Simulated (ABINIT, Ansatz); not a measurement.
# CeAl (Pm-3m): from the cell to the phonon bands

How does CeAl (Pm-3m) vibrate, and is this structure a minimum?

Method: DFT PBEsol, scalar-relativistic, plane waves, PseudoDojo norm-conserving, 4f in core pseudopotentials (the lanthanide files made for PBE), in ABINIT 10.8.3.

## 1. Set-up

The structure is cubic, space group Pm-3m (No. 221). The conventional cell has a = 3.673 Å, b = 3.673 Å, c = 3.673 Å, α = 90.00°, β = 90.00°, γ = 90.00°. Nearest to Ce lie 8 Al at 3.18 Å. Al has 8 Ce at 3.18 Å nearest. Farther neighbours are not listed.

## 2. A probe with smearing

A first run with smearing and empty bands tells whether the crystal has a gap, which decides between fixed occupations and smearing later on.

The input, probe.abi:

```
# ground state
tolvrs 1.0d-08
prtden 1
prtwf 1

# basis, mesh and filling
ecut 20.0
ixc -116133
ngkpt 6 6 6
nshiftk 1
shiftk 0.0 0.0 0.0
istwfk *1
occopt 7
tsmear 0.005
nband 13
nstep 100
diemac 9.0
prtebands 0
prtgsr 0
useylm 1

# cell and atoms
acell 3*1.0 Angstrom
rprim 
    3.673359 0.0 0.0
    0.0 3.673359 0.0
    0.0 0.0 3.673359
ntypat 2
znucl 58 13
natom 2
typat 1 2
xred 
    0.5 0.5 0.5
    0.0 0.0 0.0
pp_dirpath "./pseudo"
pseudos "Ce.upf, Al.upf"
```

Launch:

```console
> OMP_NUM_THREADS=1 mpirun -n 4 abinit probe.abi > probe.log
```

Numbers of over 12 decimals in the logs are rounded to 6 here.

probe.abo, the main output file:

```text
[banners, grids, parts of the stress and lines that vanish by symmetry left out]
- input  file    -> probe.abi
- output file    -> probe.abo
- root for input  files -> probei
[...]
Symmetries : space group Pm -3 m (#221); Bravais cP (primitive cubic)
[...]
mpw =        1472          nfft =       27000          nkpt =          20
[...]
== DATASET  1 ==================================================================
[...]
cutoff_energies: {ecut:  20.0, pawecutdg:  -1.0, }
[...]
ETOT  1  -37.995010521927    -3.800E+01 3.295E-02 2.967E+00
 ETOT  2  -38.009852686146    -1.484E-02 4.476E-03 1.736E-01
 ETOT  3  -38.009895543919    -4.286E-05 1.141E-03 5.393E-03
 ETOT  4  -38.009896950750    -1.407E-06 8.675E-04 2.967E-05
 ETOT  5  -38.009896958348    -7.598E-09 5.229E-04 1.410E-07
 ETOT  6  -38.009896958376    -2.785E-11 1.082E-03 2.965E-10
 At SCF step    6       vres2   =  2.97E-10 < tolvrs=  1.00E-08 =>converged.
[...]
sigma(1 1)= -1.32850641E-04  sigma(3 2)=  0.00000000E+00
  sigma(2 2)= -1.32850641E-04  sigma(3 1)=  0.00000000E+00
  sigma(3 3)= -1.32850641E-04  sigma(2 1)=  0.00000000E+00
[...]
convergence: {deltae: -2.785E-11, res2:  2.965E-10, residm:  1.082E-03, diffor: null, }
etotal    :  -3.80098970E+01
[...]
sigma(1 1)= -1.32850641E-04  sigma(3 2)=  0.00000000E+00
  sigma(2 2)= -1.32850641E-04  sigma(3 1)=  0.00000000E+00
  sigma(3 3)= -1.32850641E-04  sigma(2 1)=  0.00000000E+00
[...]
- sigma(1 1)= -3.90860081E+00  sigma(3 2)=  0.00000000E+00
- sigma(2 2)= -3.90860081E+00  sigma(3 1)=  0.00000000E+00
- sigma(3 3)= -3.90860081E+00  sigma(2 1)=  0.00000000E+00
[...]
fcart     -0.0000000000E+00 -0.0000000000E+00 -0.0000000000E+00
           strten     -1.3285064120E-04 -1.3285064120E-04 -1.3285064120E-04
================================================================================

[key lines of the parts left out:]
pressure_GPa:   3.9086E+00
```

It took 4.9 s on 4 MPI ranks of Arm Neoverse V1, shared host; 18 s of CPU time.

Read from the output:

```yaml
volume_per_atom: 24.78 Å³
pressure: 3.909 GPa
gap_on_the_k_mesh: 0 eV
```

No gap opens on this mesh, so smearing is kept; the printed pressure holds the stress of the finite basis too.

## 3. Relaxation

The harmonic expansion needs vanishing forces, and a free crystal bears no stress, so cell and atoms are brought to rest. Stress is more sensitive to the basis than forces are: the last 3 Ha under the cutoff are smoothed with ecutsm, and the cutoff is raised above that of the later runs.

The input, relax.abi:

```
# relaxation
ionmov 2
optcell 2
dilatmx 1.08
ntime 40
tolmxf 1.0d-05
tolvrs 1.0d-14
prtwf 0
prtden 0
chksymtnons 0

# basis, mesh and filling
ecut 26.0
ecutsm 3.0
ixc -116133
ngkpt 8 8 8
nshiftk 1
shiftk 0.0 0.0 0.0
istwfk *1
occopt 7
tsmear 0.01
nband 13
nstep 100
diemac 1000000.0
prtebands 0
prtgsr 0
useylm 1

# cell and atoms
acell 3*1.0 Angstrom
rprim 
    3.673359 0.0 0.0
    0.0 3.673359 0.0
    0.0 0.0 3.673359
ntypat 2
znucl 58 13
natom 2
typat 1 2
xred 
    0.5 0.5 0.5
    0.0 0.0 0.0
pp_dirpath "./pseudo"
pseudos "Ce.upf, Al.upf"
```

Launch:

```console
> OMP_NUM_THREADS=1 mpirun -n 4 abinit relax.abi > relax.log
```

relax.abo, the main output file:

```text
[banners, grids, parts of the stress and lines that vanish by symmetry left out]
- input  file    -> relax.abi
- output file    -> relax.abo
- root for input  files -> relaxi
[...]
Symmetries : space group Pm -3 m (#221); Bravais cP (primitive cubic)
[...]
mpw =        2721          nfft =       46656          nkpt =          35
[...]
== DATASET  1 ==================================================================
[...]
cutoff_energies: {ecut:  26.0, pawecutdg:  -1.0, }
[...]
ETOT  1  -37.990303976494    -3.799E+01 6.343E-02 4.937E+00
 ETOT  2  -38.010630440896    -2.033E-02 2.280E-02 3.886E-01
 ETOT  3  -38.010686680568    -5.624E-05 1.545E-03 1.078E-02
 ETOT  4  -38.010688315766    -1.635E-06 1.107E-03 2.058E-04
 ETOT  5  -38.010688344037    -2.827E-08 2.348E-03 4.335E-07
[...]
At SCF step    9       vres2   =  1.42E-15 < tolvrs=  1.00E-14 =>converged.
[...]
sigma(1 1)= -1.32024891E-04  sigma(3 2)=  0.00000000E+00
  sigma(2 2)= -1.32024891E-04  sigma(3 1)=  0.00000000E+00
  sigma(3 3)= -1.32024891E-04  sigma(2 1)=  0.00000000E+00
[...]
convergence: {deltae: -4.690E-13, res2:  1.415E-15, residm:  1.779E-04, diffor: null, }
etotal    :  -3.80106883E+01
[...]
ETOT  1  -38.010577678797    -3.801E+01 1.359E-04 3.652E+00
[...]
At SCF step    8       vres2   =  6.02E-15 < tolvrs=  1.00E-14 =>converged.
[...]
sigma(1 1)= -1.04143609E-04  sigma(3 2)=  0.00000000E+00
  sigma(2 2)= -1.04143609E-04  sigma(3 1)=  0.00000000E+00
  sigma(3 3)= -1.04143609E-04  sigma(2 1)=  0.00000000E+00
[...]
convergence: {deltae: -2.558E-13, res2:  6.019E-15, residm:  3.031E-05, diffor: null, }
etotal    :  -3.80111590E+01
[...]
ETOT  1  -38.003006774240    -3.800E+01 2.618E-04 5.686E+01
[...]
At SCF step    9       vres2   =  4.89E-15 < tolvrs=  1.00E-14 =>converged.
[...]
sigma(1 1)= -5.46899213E-06  sigma(3 2)=  0.00000000E+00
  sigma(2 2)= -5.46899213E-06  sigma(3 1)=  0.00000000E+00
  sigma(3 3)= -5.46899213E-06  sigma(2 1)=  0.00000000E+00
[...]
convergence: {deltae: -1.990E-13, res2:  4.893E-15, residm:  3.006E-05, diffor: null, }
etotal    :  -3.80120132E+01
[...]
ETOT  1  -38.011983552372    -3.801E+01 9.365E-06 1.972E-01
[...]
At SCF step    8       vres2   =  4.88E-16 < tolvrs=  1.00E-14 =>converged.
[...]
sigma(1 1)= -2.61925671E-07  sigma(3 2)=  0.00000000E+00
  sigma(2 2)= -2.61925671E-07  sigma(3 1)=  0.00000000E+00
  sigma(3 3)= -2.61925671E-07  sigma(2 1)=  0.00000000E+00
[...]
convergence: {deltae:  8.455E-13, res2:  4.876E-16, residm:  6.573E-06, diffor: null, }
etotal    :  -3.80120159E+01
[...]
ETOT  1  -38.012015800108    -3.801E+01 7.397E-06 5.028E-04
[...]
ETOT  6  -38.012015882708     5.826E-13 9.817E-06 1.389E-14
 ETOT  7  -38.012015882709    -9.948E-13 2.165E-05 7.142E-17
 At SCF step    7       vres2   =  7.14E-17 < tolvrs=  1.00E-14 =>converged.
[...]
sigma(1 1)= -7.49824993E-10  sigma(3 2)=  0.00000000E+00
  sigma(2 2)= -7.49824990E-10  sigma(3 1)=  0.00000000E+00
  sigma(3 3)= -7.49824989E-10  sigma(2 1)=  0.00000000E+00
[...]
convergence: {deltae: -9.948E-13, res2:  7.142E-17, residm:  2.165E-05, diffor: null, }
etotal    :  -3.80120159E+01
[...]
At Broyd/MD step   5, gradients are converged :
[...]
sigma(1 1)= -7.49824993E-10  sigma(3 2)=  0.00000000E+00
  sigma(2 2)= -7.49824990E-10  sigma(3 1)=  0.00000000E+00
  sigma(3 3)= -7.49824989E-10  sigma(2 1)=  0.00000000E+00
[...]
- sigma(1 1)= -2.20606129E-05  sigma(3 2)=  0.00000000E+00
- sigma(2 2)= -2.20606129E-05  sigma(3 1)=  0.00000000E+00
- sigma(3 3)= -2.20606128E-05  sigma(2 1)=  0.00000000E+00
[...]
fcart     -0.0000000000E+00 -0.0000000000E+00 -0.0000000000E+00
           strten     -7.4982499289E-10 -7.4982499029E-10 -7.4982498856E-10
================================================================================

[key lines of the parts left out:]
pressure_GPa:   2.2061E-05
Total energy (etotal) [Ha]= -3.80120158827088E+01
```

The job ended after 39 s (4 MPI ranks).

The steps of the relaxation:

```csv
step,energy less that of the first step (eV),largest force (eV/Å),volume (Å³)
1,0.0000,0.0000,49.57
2,-0.0128,0.0000,50.16
3,-0.0361,0.0000,52.54
4,-0.0361,0.0000,52.68
5,-0.0361,0.0000,52.69
```

```csv
"conventional cell, symmetrised",before,after,change
a (Å),3.673,3.749,+2.1 %
b (Å),3.673,3.749,+2.1 %
c (Å),3.673,3.749,+2.1 %
volume (Å³/atom),24.78,26.35,+6.3 %
```

Final coordinates:

```xyz
2
Lattice="3.7490 0.0000 0.0000 0.0000 3.7490 0.0000 0.0000 0.0000 3.7490" Properties=species:S:1:pos:R:3 pbc="T T T"
Ce    1.8745    1.8745    1.8745
Al    0.0000    0.0000    0.0000
```

This step gave:

```
volume per atom : 26.35 Å³
pressure        : 2.21e-5 GPa
```

The volume changes by +6.3 % in this run and stands +6.3 % from the first cell.

## 4. Ground state

The response is built on these wavefunctions, so the potential is converged far more tightly than an energy would need. Smearing stays on, as the first look found no gap above 0.3 eV.

The input, gs.abi:

```
# ground state
tolvrs 1.0d-16
prtden 1
prtwf 1

# basis, mesh and filling
ecut 20.0
ixc -116133
ngkpt 8 8 8
nshiftk 1
shiftk 0.0 0.0 0.0
istwfk *1
occopt 7
tsmear 0.01
nband 13
nstep 100
diemac 1000000.0
prtebands 0
prtgsr 0
useylm 1

# cell and atoms
acell 3*1.0 Angstrom
rprim 
    3.748986081 0.0 0.0
    0.0 3.748986081 0.0
    0.0 0.0 3.748986081
ntypat 2
znucl 58 13
natom 2
typat 1 2
xred 
    0.5 0.5 0.5
    0.0 0.0 0.0
pp_dirpath "./pseudo"
pseudos "Ce.upf, Al.upf"
```

Launch:

```console
> OMP_NUM_THREADS=1 mpirun -n 4 abinit gs.abi > gs.log
```

gs.abo, the main output file:

```text
[banners, grids, parts of the stress and lines that vanish by symmetry left out]
- input  file    -> gs.abi
- output file    -> gs.abo
- root for input  files -> gsi
[...]
Symmetries : space group Pm -3 m (#221); Bravais cP (primitive cubic)
[...]
mpw =        1568          nfft =       27000          nkpt =          35
[...]
== DATASET  1 ==================================================================
[...]
cutoff_energies: {ecut:  20.0, pawecutdg:  -1.0, }
[...]
ETOT  1  -37.996859503367    -3.800E+01 4.968E-02 2.739E+00
 ETOT  2  -38.011862053270    -1.500E-02 1.004E-02 7.869E-02
 ETOT  3  -38.011882222203    -2.017E-05 3.481E-03 2.850E-03
 ETOT  4  -38.011882968656    -7.465E-07 4.447E-03 2.091E-05
 ETOT  5  -38.011882974190    -5.533E-09 1.564E-03 2.285E-07
[...]
ETOT  9  -38.011882974240    -1.208E-13 1.949E-04 5.673E-16
 ETOT 10  -38.011882974240     5.684E-13 1.191E-04 2.377E-18
 At SCF step   10       vres2   =  2.38E-18 < tolvrs=  1.00E-16 =>converged.
[...]
sigma(1 1)=  5.40101227E-06  sigma(3 2)=  0.00000000E+00
  sigma(2 2)=  5.40101227E-06  sigma(3 1)=  0.00000000E+00
  sigma(3 3)=  5.40101227E-06  sigma(2 1)=  0.00000000E+00
[...]
convergence: {deltae:  5.684E-13, res2:  2.377E-18, residm:  1.191E-04, diffor: null, }
etotal    :  -3.80118830E+01
[...]
sigma(1 1)=  5.40101227E-06  sigma(3 2)=  0.00000000E+00
  sigma(2 2)=  5.40101227E-06  sigma(3 1)=  0.00000000E+00
  sigma(3 3)=  5.40101227E-06  sigma(2 1)=  0.00000000E+00
[...]
- sigma(1 1)=  1.58903267E-01  sigma(3 2)=  0.00000000E+00
- sigma(2 2)=  1.58903267E-01  sigma(3 1)=  0.00000000E+00
- sigma(3 3)=  1.58903267E-01  sigma(2 1)=  0.00000000E+00
[...]
fcart     -0.0000000000E+00 -0.0000000000E+00 -0.0000000000E+00
           strten      5.4010122657E-06  5.4010122657E-06  5.4010122657E-06
================================================================================

[key lines of the parts left out:]
pressure_GPa:  -1.5890E-01
```

The job ended after 8.1 s (4 MPI ranks).

This step gave:

```yaml
pressure: -0.1589 GPa
```

The cell stands at -0.16 GPa: the relaxation ran with a smoothed and higher cutoff, and the difference is a stress of the finite basis.

[end of part 1 of 4]

[Host names and launcher messages were left out of these logs when they were recorded.]

[Logs are printed without paths, hosts, clocks, repeated set-up lines and the standing remarks that a program may print on its own settings, such as how far it seeks lower states.]

[Hosts, paths, dates, database ids (printed as entryN), source tags and the programs' standing remarks are cut or masked in the printed files.]
